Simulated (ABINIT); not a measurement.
# A GW chain in ABINIT: Al2O3 (Corundum), part 2 of 2

How does a plane-wave GW calculation on Al2O3 (Corundum) run from the first input to the gap?

ABINIT 10.8.3; LDA and many-body steps on it, plane waves. Known limits of the many-body steps: not at the basis limit; coarse k mesh.

So far. Step 2 (Ground state): The gap is direct, at Γ. Step 3 (Empty states on the mesh, 2×2×2 mesh, 170 bands): On this mesh the gap is 6.207 eV.

### Step 4. Screening, 2×2×2 mesh, 156 bands, screening to 106.1 eV

The RPA dielectric matrix is built and inverted for each q.

This step: RPA screening on LDA, plane waves, norm-conserving pseudopotentials.

run.abi

```
acell 3*1.0 Angstrom
rprim 
  2.380249999995 1.374237978213 4.331866666707
  -2.380249999995 1.374237978213 4.331866666707
  -0.000000000000 -2.748475956495 4.331866666685
ntypat 2
znucl 13 8
natom 10
typat 1 1 1 1 2 2 2 2 2 2
xred 
  0.352160000000 0.352160000000 0.352160000000
  0.147840000000 0.147840000000 0.147840000000
  0.647840000000 0.647840000000 0.647840000000
  0.852160000000 0.852160000000 0.852160000000
  0.556680000000 0.943320000000 0.250000000000
  0.250000000000 0.556680000000 0.943320000000
  0.943320000000 0.250000000000 0.556680000000
  0.443320000000 0.056680000000 0.750000000000
  0.750000000000 0.443320000000 0.056680000000
  0.056680000000 0.750000000000 0.443320000000
pp_dirpath "pseudos"
pseudos "Al.upf, O.upf"
ecut 36
ngkpt 2 2 2
nshiftk 1
shiftk 0 0 0
kptopt 1
chksymbreak 0
istwfk *1
occopt 1
irdwfk 1
optdriver 3
nband 156
ecuteps 3.9
inclvkb 2
awtr 1
symchi 1
indata_prefix "in"
outdata_prefix "out"
tmpdata_prefix "tmp"
```

On the command line:

```sh
$ OMP_NUM_THREADS=1 mpirun -n 8 abinit run.abi > log
```

Numbers of over 12 decimals in the logs are rounded to 6 here.

Output:

```text
.Version 10.8.3 of ABINIT. v10.8.2 released Aug 2026.

 Symmetries : space group R-3 c (#167); Bravais hR (rhombohedral)
[... echo of the input left out ...]
== DATASET  1 ==================================================================
-   mpi_nproc: 8, omp_nthreads: 1 (-1 if OMP is not activated)

--- !DatasetInfo
iteration_state: {dtset: 1, }
dimensions: {natom: 10, nkpt: 4, mband: 156, nsppol: 1, nspinor: 1, nspden: 1, mpw: 5936, }
cutoff_energies: {ecut:  36.0, pawecutdg:  -1.0, }
electrons: {nelect:   4.80000000E+01, charge:   0.00000000E+00, occopt:   1.00000000E+00, tsmear:   1.00000000E-02, }

 SCREENING: Calculation of the susceptibility and dielectric matrices

 Based on a program developped by R.W. Godby, V. Olevano, G. Onida, and L. Reining.
 Incorporated in ABINIT by V. Olevano, G.-M. Rignanese, and M. Torrent.
.Using double precision arithmetic ; gwpc =  8

[... cell and pseudopotentials left out ...]
--------------------------------------------------------------------------------

 ==== K-mesh for the wavefunctions ====
 Number of points in the irreducible wedge :     4
[... list of points left out ...]
 Together with 12 symmetry operations and time-reversal symmetry
 yields     8 points in the full Brillouin Zone.

 ==== Q-mesh for the screening function ====
 Number of points in the irreducible wedge :     4
[... list of points left out ...]
 Together with 12 symmetry operations and time-reversal symmetry
 yields     8 points in the full Brillouin Zone.

 setmesh: FFT mesh size selected  =    36x   36x   36
          total number of points  =        46656

 vcoul_init : cutoff-mode = AUXILIARY_FUNCTION
 q-points for optical limit:   1
     1)      0.000010    0.000020    0.000030

- screening: taking advantage of time-reversal symmetry
- Maximum band index for partially occupied states nbvw = 24
- Remaining bands to be divided among processors   nbcw = 132
- Number of bands treated by each node ~16

 Number of electrons calculated from density =   48.0000; Expected =   48.0000
 average of density, n =  0.083663
 r_s =    1.4184
 omega_plasma =   27.9012 [eV]

 calculating chi0 at frequencies [eV] :
  1    0.000000E+00    0.000000E+00
  2    0.000000E+00    2.790117E+01

--------------------------------------------------------------------------------
  q-point number  1        q = ( 0.000000, 0.000000, 0.000000) [r.l.u.]
--------------------------------------------------------------------------------
[... chi0 elements left out ...]
 For q-point:  0.000010 0.000020 0.000030
  dielectric constant =   3.1998
  dielectric constant without local fields =   3.3975

  Average fulfillment of the sum rule on Im[epsilon] for q-point    1 :     64.53  [%]
[... wings left out ...]
  q-point number  2        q = ( 0.500000, 0.000000, 0.000000) [r.l.u.]
--------------------------------------------------------------------------------
[... chi0 elements left out ...]
  Average fulfillment of the sum rule on Im[epsilon] for q-point    2 :     69.57  [%]

 [... 2 further q-points ...]
```

Run time: 33 s. Hardware: 8 MPI ranks of Intel Xeon 6975P-C (Granite Rapids), shared host; peak memory 2.1 GiB; 4.3 min of CPU time.

Numbers from this step:

```
ε∞ with local fields, on this mesh, along the program's q direction : 3.200
the same without local fields                                       : 3.397
plasma frequency                                                    : 27.90 eV
plane waves in the screening matrix                                 : 205
```

Local fields lower ε∞ by 6 %. On a Γ-centred mesh this coarse the value itself is usually too large, while a short band sum pulls it down.

### Step 5. Self-energy, 2×2×2 mesh, 156 bands, screening to 106.1 eV

The self-energy is evaluated for the states that the input lists, and the levels follow from it, in one-shot runs by the linearised quasiparticle equation.

This step: G0W0 on LDA, plane waves, norm-conserving pseudopotentials.

Changes to run.abi since step 4:

```diff
@@ -31,8 +31,21 @@
 irdwfk 1
-optdriver 3
+optdriver 4
 nband 156
+gwcalctyp 0
+ecutsigx 36
+symsigma 1
+nkptgw 4
+kptgw 
+  0.0000000000 0.0000000000 0.0000000000
+  0.5000000000 0.0000000000 0.0000000000
+  0.5000000000 0.5000000000 0.0000000000
+  0.5000000000 0.5000000000 0.5000000000
+bdgw 
+  7 30
+  7 30
+  7 30
+  7 30
 ecuteps 3.9
-inclvkb 2
-awtr 1
-symchi 1
+irdscr 1
+ppmodel 1
 indata_prefix "in"
```

Output:

```text
.Version 10.8.3 of ABINIT. v10.8.2 released Aug 2026.

 Symmetries : space group R-3 c (#167); Bravais hR (rhombohedral)
[... echo of the input left out ...]
== DATASET  1 ==================================================================
-   mpi_nproc: 8, omp_nthreads: 1 (-1 if OMP is not activated)

--- !DatasetInfo
iteration_state: {dtset: 1, }
dimensions: {natom: 10, nkpt: 4, mband: 156, nsppol: 1, nspinor: 1, nspden: 1, mpw: 5936, }
cutoff_energies: {ecut:  36.0, pawecutdg:  -1.0, }
electrons: {nelect:   4.80000000E+01, charge:   0.00000000E+00, occopt:   1.00000000E+00, tsmear:   1.00000000E-02, }

 SIGMA: Calculation of the GW corrections

 Based on a program developped by R.W. Godby, V. Olevano, G. Onida, and L. Reining.
 Incorporated in ABINIT by V. Olevano, G.-M. Rignanese, and M. Torrent.
.Using double precision arithmetic ; gwpc =  8

[... cell and pseudopotentials left out ...]
--------------------------------------------------------------------------------

 ==== K-mesh for the wavefunctions ====
 Number of points in the irreducible wedge :     4
[... list of points left out ...]
 Together with 12 symmetry operations and time-reversal symmetry
 yields     8 points in the full Brillouin Zone.

 ==== Q-mesh for screening function ====
 Number of points in the irreducible wedge :     4
[... list of points left out ...]
 Together with 12 symmetry operations and time-reversal symmetry
 yields     8 points in the full Brillouin Zone.

 vcoul_init : cutoff-mode = AUXILIARY_FUNCTION
 q-points for optical limit:   1
     1)      0.000010    0.000020    0.000030
 setmesh: FFT mesh size selected  =    54x   54x   54
          total number of points  =       157464

 Number of electrons calculated from density =   48.0000; Expected =   48.0000
 average of density, n =  0.083663
 r_s =    1.4184
 omega_plasma =   27.9012 [eV]

 === KS Band Gaps ===
  >>>> For spin  1
   Minimum direct gap =   6.2069 [eV], located at k-point      :   0.0000  0.0000  0.0000
   Fundamental gap    =   6.2069 [eV], Top of valence bands at :   0.0000  0.0000  0.0000
                                       Bottom of conduction at :   0.0000  0.0000  0.0000
 SIGMA fundamental parameters:
 PLASMON POLE MODEL  1
 number of plane-waves for SigmaX                 5879
 number of plane-waves for SigmaC and W            205
 number of plane-waves for wavefunctions          5879
 number of bands                                   156
 number of independent spin polarizations            1
 number of spinorial components                      1
 number of k-points in IBZ                           4
 number of q-points in IBZ                           4
 number of symmetry operations                      12
 number of k-points in BZ                            8
 number of q-points in BZ                            8
 number of frequencies for dSigma/dE                 9
 frequency step for dSigma/dE [eV]                0.25
 number of omega for Sigma on real axis              0
 max omega for Sigma on real axis  [eV]           0.00
 zcut for avoiding poles [eV]                     0.10

 EPSILON^-1 parameters (SCR file):
 dimension of the eps^-1 matrix on file            205
 dimension of the eps^-1 matrix used               205
 number of plane-waves for wavefunctions          5879
 number of bands                                   156
 number of q-points in IBZ                           4
 number of frequencies                               2
 number of real frequencies                          1
 number of imag frequencies                          1

 matrix elements of self-energy operator (all in [eV])

 Perturbative Calculation

--- !SelfEnergy_ee
iteration_state: {dtset: 1, }
kpoint     : [   0.000,    0.000,    0.000, ]
spin       : 1
KS_gap     :    6.207
QP_gap     :    8.510
Delta_QP_KS:    2.303
data: !SigmaeeData |
     Band     E0 <VxcDFT>   SigX SigC(E0)      Z dSigC/dE  Sig(E)    E-E0       E
        7  -1.509 -15.498 -21.864   4.519   0.811  -0.233 -16.996  -1.499  -3.008
        8  -0.496 -15.946 -22.093   4.415   0.802  -0.247 -17.335  -1.389  -1.885
        9  -0.144 -16.337 -22.426   4.381   0.811  -0.233 -17.723  -1.386  -1.529
       10  -0.144 -16.337 -22.426   4.381   0.811  -0.233 -17.723  -1.386  -1.529
       11   0.996 -16.817 -22.701   4.314   0.821  -0.219 -18.106  -1.288  -0.293
       12   1.079 -16.330 -22.239   4.343   0.819  -0.222 -17.612  -1.281  -0.203
       13   1.079 -16.330 -22.239   4.343   0.819  -0.222 -17.612  -1.281  -0.203
       14   2.085 -16.341 -22.062   4.194   0.817  -0.224 -17.589  -1.249   0.837
       15   2.460 -17.290 -22.886   4.147   0.819  -0.221 -18.476  -1.186   1.273
       16   4.009 -19.502 -24.731   4.152   0.822  -0.216 -20.387  -0.885   3.124
[...]
--- !SelfEnergy_ee
iteration_state: {dtset: 1, }
kpoint     : [   0.500,    0.000,    0.000, ]
spin       : 1
KS_gap     :    9.600
QP_gap     :   12.311
Delta_QP_KS:    2.712
data: !SigmaeeData |
     Band     E0 <VxcDFT>   SigX SigC(E0)      Z dSigC/dE  Sig(E)    E-E0       E
[...]
--- !SelfEnergy_ee
iteration_state: {dtset: 1, }
kpoint     : [   0.500,    0.500,    0.000, ]
spin       : 1
KS_gap     :    9.673
QP_gap     :   12.254
Delta_QP_KS:    2.581
data: !SigmaeeData |
     Band     E0 <VxcDFT>   SigX SigC(E0)      Z dSigC/dE  Sig(E)    E-E0       E
[...]
--- !SelfEnergy_ee
iteration_state: {dtset: 1, }
kpoint     : [   0.500,    0.500,    0.500, ]
spin       : 1
KS_gap     :    8.963
QP_gap     :   11.551
Delta_QP_KS:    2.588
data: !SigmaeeData |
     Band     E0 <VxcDFT>   SigX SigC(E0)      Z dSigC/dE  Sig(E)    E-E0       E
[...]
26  14.040 -14.098  -8.364  -3.621   0.854  -0.171 -12.294   1.805  15.845
       27  16.280 -10.832  -4.799  -3.937   0.866  -0.155  -9.017   1.815  18.095
       28  16.280 -10.832  -4.799  -3.937   0.866  -0.155  -9.017   1.815  18.095
       29  17.709 -15.450  -8.587  -3.968   0.839  -0.192 -13.020   2.429  20.138
       30  17.709 -15.450  -8.587  -3.968   0.839  -0.192 -13.020   2.429  20.138

 New Fermi energy :        3.300537E-01 Ha ,    8.981220E+00 eV

 === QP Band Gaps ===
  >>>> For spin  1
   Minimum direct gap =   8.5101 [eV], located at k-point      :   0.0000  0.0000  0.0000
   Fundamental gap    =   8.5101 [eV], Top of valence bands at :   0.0000  0.0000  0.0000
                                       Bottom of conduction at :   0.0000  0.0000  0.0000

== END DATASET(S) ==============================================================
================================================================================

 -outvars: echo values of variables after computation  --------
           etotal      0.0000000000E+00
            nband         156
             nkpt           4
          spgroup         167
 [... the other variables as echoed above ...]

 Calculation completed.
```

The job ended after 39 s (8 MPI ranks; peak memory 3.3 GiB).

This step gave:

| Property | Result |
| --- | --- |
| G0W0 gap on the mesh | 8.510 eV |
| starting gap on the mesh | 6.207 eV |
| k of the valence top | 0, 0, 0 |
| k of the conduction bottom | 0, 0, 0 |
| Z at the valence top | 0.823 |
| Z at the conduction bottom | 0.857 |
| least direct G0W0 gap on the computed points | 8.510 eV |

The gap on the mesh goes from 6.21 eV to 8.51 eV, a correction of +2.30 eV.

Limits: finite bands, cutoff and mesh; coarse k mesh. v1 is the top filled band, c1 the lowest empty one. The levels before and after the correction (eV, zero at the valence-band top of each column):

```tsv
	conduction bottom	valence top
Kohn-Sham	6.21	0.00
G0W0	8.51	0.00
```

```tsv
	level	energy (eV)
Kohn-Sham	Γ v4	-0.487
Kohn-Sham	Γ v3-v2	-0.041
Kohn-Sham	Γ v1	0.000
Kohn-Sham	Γ c1	6.207
Kohn-Sham	Γ c2	9.008
Kohn-Sham	Γ c3	10.504
Kohn-Sham	Γ c4	11.373
G0W0	Γ v4	-0.599
G0W0	Γ v3-v2	-0.032
G0W0	Γ v1	0.000
G0W0	Γ c1	8.510
G0W0	Γ c2	11.439
G0W0	Γ c3	13.279
G0W0	Γ c4	14.028
```

### Step 6. Where the time went

Times are wall times on the hardware named with each run, good to a factor of about two.

```tsv
step	time	share	memory (GiB)
ground state	47 s	28 %	0.89
empty states on the mesh	46 s	28 %	0.45
screening	33 s	20 %	2.1
self-energy	39 s	24 %	3.3
```

### Step 7. Summary of results

- LDA gap: 6.21 eV, direct
- G0W0 gap on the mesh: 8.51 eV
- GW settings: 2×2×2 mesh, 156 bands, screening to 106.1 eV, Godby-Needs plasmon pole
- known limits: not at the basis limit; coarse k mesh

G0W0 moves the gap on the mesh from 6.21 eV to 8.51 eV (+2.30 eV), with Z of 0.82 and 0.86 at the edges. Local fields lower the RPA ε∞ on this mesh from 3.40 to 3.20; a Γ-centred mesh this coarse tends to raise both, most where the direct gap is narrow, while a short band sum lowers them. Against experiment, by G0W0@LDA: the gap of 8.51 eV lies −0.19 eV from the measured 8.7 eV (optical, quoted 2018). An exciton line or allowed optical edge lies below the quasiparticle gap by the binding energy; a forbidden edge can push the onset above it. The calculation has static nuclei and no excitons; a measured gap holds zero-point and thermal motion, which mostly lowers it. Bands and cutoff are finite, so the gap is not at the basis limit. The miss can reach some tenths of an eV and take either sign; the mesh is an error of its own. The 2×2×2 mesh is coarse for this cell, which bears on the long-range parts of exchange and screening.

[Paths, hosts, dates, memory and timing lines, banners, echoed tables and standing remarks are left out of the program output.]

[Logs are printed without paths, hosts, clocks, repeated set-up lines and the standing remarks that a program may print on its own settings, such as how far it seeks lower states.]

[Runs of the session that timed out or met a known fault of the program may be left out.]

[Hosts, paths, dates, database ids (printed as entryN), source tags and the programs' standing remarks are cut or masked in the printed files.]

[G0W0 gaps are taken among the corrected bands and points alone; a level outside them can change the order at an edge.]

[Where Ansatz stands beside ABINIT at settings called matched, ABINIT's density can come from a denser mesh and the files from another edition; pairs whose starting gaps differed by over 0.03 eV were left out, so agreement reads better than it is.]
